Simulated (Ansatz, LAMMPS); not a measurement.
# Electronic structure of liquid (Cs,Li)F at 900 K (112 atoms), part 2 of 2

What does DFT give for liquid (Cs,Li)F at 900 K (112 atoms) as built?

Ansatz 0.2.0; Kohn-Sham DFT, PBEsol, PAW (set soft_2), plane waves.

The cell: 22 Cs, 34 Li and 56 F. The starting topology of bonds comes from the classical model. The ion parameters were fitted for water, not for melts. Sampling is at Γ alone, for a cell whose shortest periodic width is 13 Å. No spin–orbit coupling is included.

So far. Step 3 (Plane-wave single point): Mean intrinsic-atomic-orbital charges: Cs +0.93, F -0.84, Li +0.77 e.

### 4. Structure statistics

These statistics describe the geometry on which the runs were made.

Density 3.08 g/cm³, 20.31 Å³ an atom.

g(r), total and by pair (bins of 0.2 Å):

| r (Å) | total | F-F | F-Li | F-Cs | Li-Li | Li-Cs | Cs-Cs |
| --- | --- | --- | --- | --- | --- | --- | --- |
| 1.80 | 0.13 | 0.00 | 0.41 | 0.00 | 0.00 | 0.00 | 0.00 |
| 2.00 | 2.31 | 0.00 | 7.61 | 0.00 | 0.00 | 0.00 | 0.00 |
| 2.20 | 1.44 | 0.00 | 4.76 | 0.00 | 0.00 | 0.00 | 0.00 |
| 2.40 | 0.51 | 0.00 | 1.58 | 0.00 | 0.28 | 0.00 | 0.00 |
| 2.60 | 0.65 | 0.16 | 0.77 | 1.06 | 1.86 | 0.00 | 0.00 |
| 2.80 | 1.04 | 0.58 | 0.30 | 3.31 | 1.57 | 0.00 | 0.00 |
| 3.00 | 1.35 | 1.98 | 0.16 | 2.47 | 2.61 | 0.66 | 0.00 |
| 3.20 | 1.17 | 2.19 | 0.14 | 1.95 | 1.52 | 0.45 | 0.00 |
| 3.40 | 1.05 | 1.89 | 0.25 | 1.28 | 1.07 | 1.16 | 0.34 |
| 3.60 | 1.14 | 1.73 | 0.26 | 0.73 | 1.22 | 2.25 | 2.59 |
| 3.80 | 0.90 | 0.99 | 0.49 | 0.41 | 1.42 | 2.10 | 1.05 |
| 4.00 | 0.96 | 0.86 | 0.91 | 0.51 | 1.37 | 1.75 | 0.69 |
| 4.20 | 1.12 | 0.85 | 1.12 | 0.62 | 1.07 | 1.99 | 2.77 |
| 4.40 | 0.98 | 0.84 | 1.32 | 0.69 | 0.73 | 0.93 | 1.35 |
| 4.60 | 0.80 | 0.39 | 1.23 | 0.70 | 0.37 | 0.96 | 1.25 |
| 4.80 | 0.94 | 0.95 | 1.34 | 0.51 | 0.54 | 0.95 | 0.98 |
| 5.00 | 0.89 | 0.74 | 1.21 | 1.03 | 0.50 | 0.48 | 0.88 |
| 5.20 | 0.99 | 0.68 | 1.07 | 1.42 | 0.81 | 0.85 | 0.97 |
| 5.40 | 0.93 | 0.89 | 0.88 | 1.26 | 0.43 | 1.00 | 0.90 |
| 5.60 | 1.07 | 1.04 | 0.94 | 1.60 | 0.75 | 0.82 | 1.20 |
| 5.80 | 0.97 | 1.08 | 0.86 | 1.32 | 0.75 | 0.83 | 0.33 |
| 6.00 | 1.20 | 1.35 | 1.12 | 1.30 | 1.34 | 0.77 | 1.25 |
| 6.20 | 1.04 | 1.40 | 0.76 | 1.01 | 1.30 | 0.95 | 0.68 |
| 6.40 | 0.99 | 1.00 | 1.01 | 0.77 | 1.07 | 1.21 | 0.91 |

Bonds by pair of elements; cutoffs follow the first minimum of g(r), held within bounds set by covalent radii, and pairs that aren't listed don't count as bonded:

```
pair A-B  cutoff (Å)  bonds  mean length (Å)  spread (Å)  shortest (Å)  B about A  A about B
    F-Li        2.46    132             2.12       0.137          1.84       2.36       3.88
    F-Cs        3.58    126             3.03       0.255          2.58       2.25       5.73
```

The cutoffs for F-Li and F-Cs fall short of the minimum of g(r), so counts run low and odd coordinations can be artefacts.

How many atoms have how many bonded neighbours:

```csv
element,mean,3,4,5,6,7,8
Cs,5.73,0,1,10,6,4,1
F,4.61,6,17,26,7,0,0
Li,3.88,12,14,8,0,0,0
```

Bond angles, per cent of each kind in bins of 5°:

| angle (°) | F-Cs-F | Cs-F-Li | F-Li-F | Li-F-Li | Cs-F-Cs |
| --- | --- | --- | --- | --- | --- |
| 45–50 | 0.3 | 0.0 | 0.0 | 0.0 | 0.0 |
| 50–55 | 1.6 | 0.0 | 0.0 | 0.0 | 0.0 |
| 55–60 | 3.9 | 0.4 | 0.0 | 0.0 | 0.0 |
| 60–65 | 8.4 | 1.2 | 0.0 | 0.8 | 0.9 |
| 65–70 | 5.8 | 1.6 | 0.5 | 2.5 | 3.5 |
| 70–75 | 7.8 | 4.0 | 3.0 | 3.3 | 11.2 |
| 75–80 | 4.9 | 4.8 | 3.0 | 10.0 | 9.5 |
| 80–85 | 6.8 | 10.0 | 3.0 | 10.8 | 9.5 |
| 85–90 | 3.2 | 9.2 | 10.5 | 12.5 | 12.1 |
| 90–95 | 5.5 | 12.4 | 8.5 | 10.0 | 9.5 |
| 95–100 | 3.2 | 9.2 | 15.5 | 6.7 | 5.2 |
| 100–105 | 4.9 | 6.4 | 10.5 | 0.0 | 1.7 |
| 105–110 | 7.1 | 6.8 | 8.5 | 3.3 | 2.6 |
| 110–115 | 3.2 | 4.4 | 5.5 | 5.0 | 4.3 |
| 115–120 | 4.2 | 3.6 | 6.5 | 4.2 | 4.3 |
| 120–125 | 3.6 | 2.8 | 5.5 | 5.0 | 3.5 |
| 125–130 | 4.2 | 2.8 | 3.5 | 3.3 | 0.9 |
| 130–135 | 2.9 | 1.6 | 2.0 | 2.5 | 2.6 |
| 135–140 | 4.5 | 2.0 | 2.5 | 5.8 | 3.5 |
| 140–145 | 1.6 | 4.0 | 3.0 | 3.3 | 5.2 |
| 145–150 | 3.9 | 1.2 | 2.5 | 3.3 | 0.9 |
| 150–155 | 2.3 | 1.6 | 3.0 | 0.8 | 0.0 |
| 155–160 | 2.6 | 2.8 | 1.5 | 2.5 | 1.7 |
| 160–165 | 1.0 | 3.2 | 0.0 | 2.5 | 0.9 |
| 165–170 | 1.6 | 2.0 | 1.0 | 0.8 | 4.3 |
| 170–175 | 0.6 | 0.8 | 0.5 | 0.8 | 1.7 |
| 175–180 | 0.0 | 0.8 | 0.0 | 0.0 | 0.9 |

Bond angles (no mean is given where the spread exceeds 20°):

```csv
angle,count,mean (°),spread (°)
F-Cs-F,308,-,-
Cs-F-Li,249,-,-
F-Li-F,200,-,-
Li-F-Li,120,-,-
Cs-F-Cs,116,-,-
```

Bond length by coordination (bonds to H left out):

```
element  coordination  atoms  mean bond length (Å)
     Cs             4      1                  2.76
     Cs             5     10                  2.98
     Cs             6      6                  3.03
     Cs             7      4                  3.13
     Cs             8      1                  3.05
      F             3      6                  2.43
      F             4     17                  2.49
      F             5     26                  2.60
      F             6      7                  2.64
     Li             3     12                  2.08
     Li             4     14                  2.09
     Li             5      8                   2.2
```

First main peaks of g(r), for some of the pairs, lie near 3.2 Å (F-F), 2.1 Å (F-Li) and 2.8 Å (F-Cs).

A closer look about F103, which bears the longest force: 13 atoms, nearest first, numbered in the order of the input, with positions taken from that point.

| atom | x | y | z | distance (Å) | bonds | intrinsic-atomic-orbital charge (e) | Fx | Fy | Fz (eV/Å) |
| --- | --- | --- | --- | --- | --- | --- | --- | --- | --- |
| F103 | 0.00 | 0.00 | 0.00 | 0.00 | 5 | -0.82 | 1.42 | 0.20 | -0.46 |
| Li40 | 1.11 | 0.23 | -1.91 | 2.22 | 4 | 0.79 | 0.04 | -0.23 | -0.45 |
| Li44 | 2.08 | 0.67 | 0.55 | 2.26 | 5 | 0.78 | 0.04 | -0.11 | 0.41 |
| Li37 | 1.39 | -1.77 | 0.30 | 2.27 | 5 | 0.77 | -0.05 | 0.18 | 0.36 |
| Li36 | -0.26 | 1.29 | 1.86 | 2.28 | 5 | 0.76 | -0.32 | -0.45 | -0.17 |
| Cs4 | -2.49 | -0.87 | 0.05 | 2.64 | 5 | 0.92 | -0.38 | -0.39 | 0.23 |
| F110 | 1.17 | -0.71 | 2.36 | 2.73 | 4 | -0.81 | -0.16 | -0.33 | 0.26 |
| F109 | -2.03 | 2.01 | 0.55 | 2.91 | 6 | -0.83 | -0.26 | 0.16 | 0.40 |
| F75 | 1.76 | -1.70 | -1.99 | 3.15 | 5 | -0.81 | 0.28 | 0.03 | 0.29 |
| F74 | 2.71 | 1.10 | -1.37 | 3.23 | 3 | -0.81 | 0.02 | -0.13 | 0.34 |
| F58 | 1.55 | 2.17 | 1.98 | 3.32 | 5 | -0.82 | -0.73 | 0.02 | 0.01 |
| F108 | -1.76 | 0.05 | 2.99 | 3.47 | 6 | -0.81 | 0.29 | 0.11 | -0.05 |
| F100 | 3.24 | -1.11 | 0.63 | 3.48 | 5 | -0.82 | -0.42 | -0.13 | -0.63 |

The column of bonds counts only the pairs F-Li within 2.46 Å, F-Cs within 3.58 Å; other neighbours, such as metal atoms beside each other in a compound, aren't counted, and periodic images can show an atom twice.

### 5. Results

| Quantity | Value |
| --- | --- |
| free energy per atom | -1560.2678 eV/atom |
| pressure | -3.279 GPa |
| r.m.s. force component | 0.3735 eV/Å |
| gap (highest filled to lowest empty level) | 4.656 eV |
| wall time of the 1 DFT run | 15 s |

The highest filled and lowest empty levels differ by 4.66 eV (at Γ alone); a semilocal functional tends to put such gaps too low. In a disordered cell it changes from sample to sample and from frame to frame.

What to keep in mind: The force components of 0.37 eV/Å r.m.s. reflect the temperature of the frame as well as the gap between the generating potential and DFT. The pressure of -3.3 GPa is that of one thermal frame, in which the classical model's bond lengths enter as well as the volume, without the kinetic term.

[Logs are printed without paths, hosts, clocks, repeated set-up lines and the standing remarks that a program may print on its own settings, such as how far it seeks lower states.]

[Hosts, paths, dates, database ids (printed as entryN), source tags and the programs' standing remarks are cut or masked in the printed files.]
